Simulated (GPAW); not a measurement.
# LiF (Fm-3m): refractive index against wavelength

The refractive index of LiF (Fm-3m) below the direct gap (9.07 eV on the mesh) is read from one computed spectrum, n = √(Re ε).

It takes space group Fm-3m (No. 225, cubic). The conventional cell has a = 4.028 Å, b = 4.028 Å, c = 4.028 Å, α = 90.00°, β = 90.00°, γ = 90.00°. Around F on site b lie 6 Li at 2.01 Å. Around Li on site a lie 6 F at 2.01 Å.

Method: GPAW 26.7.0, PBE, RPA, k-mesh 17×17×17, local fields up to 70 eV, Lorentzian half width 0.12 eV.

Launch of the response step: `OMP_NUM_THREADS=1 python df.py`. The run took 31 s, its band step included, on 1 thread of Arm Neoverse V1 (shared host).

| wavelength (nm) | photon energy E (eV) | n |
| --- | --- | --- |
| 532 | 2.331 | 1.3978 |
| 450 | 2.755 | 1.4013 |
| 405 | 3.061 | ? |
| 365 | 3.397 | 1.4081 |
| 308 | 4.025 | 1.4165 |
| 266 | 4.661 | 1.4272 |
| 248 | 4.999 | 1.4339 |

In the single-oscillator model n² − 1 = E₀E_d/(E₀² − E²), so 1/(n² − 1) = E₀/E_d − E²/(E₀E_d) is linear in E².

Working, on the rows shown:

| x = E² (eV²) | y = 1/(n² − 1) |
| --- | --- |
| 5.43137 | 1.04839 |
| 7.59115 | 1.03773 |
| 11.5384 | 1.01756 |
| 16.2043 | 0.993569 |
| 21.7255 | 0.964413 |
| 24.9936 | 0.946908 |

Means: x̄ = 14.581, ȳ = 1.0014. Σ(x − x̄)(y − ȳ) = -1.577, Σ(x − x̄)² = 303.9. Slope = -1.577 / 303.9 = -0.00519; intercept = ȳ − slope · x̄ = 1.0771. Turned back into n, the line misses the rows shown by at most 0.0002.

Task: Predict the last column of the withheld row from the fit.

Result: At x = 9.3718 the line gives y = 1.0285, that is 1.4044. The run gave 1.4043, so the interpolation is off by 9.5e-05, 0.3 % of the range in the table.

Refitted with all rows, the slope is -0.005194 and the intercept 1.0772. These give E₀ = √(intercept/−slope) = 14.40 eV and E_d = E₀/intercept = 13.4 eV; E₀ is 1.6 times the direct gap. The electronic limit at long wavelengths, without lattice vibrations, is n = √(1 + 1/intercept) = 1.389. Excitons are left out; PBE gaps are as a rule too small. The values come from a sum over the points of one k-mesh and carry its error, which grows as the direct gap shrinks. This version of GPAW has incomplete matrix elements in the optical limit, which can lower ε − 1 by up to a tenth where first-row anions or d states rule. The local-field cutoff holds few shells of reciprocal vectors for this small cell, so ε∞ can read a few per cent high.
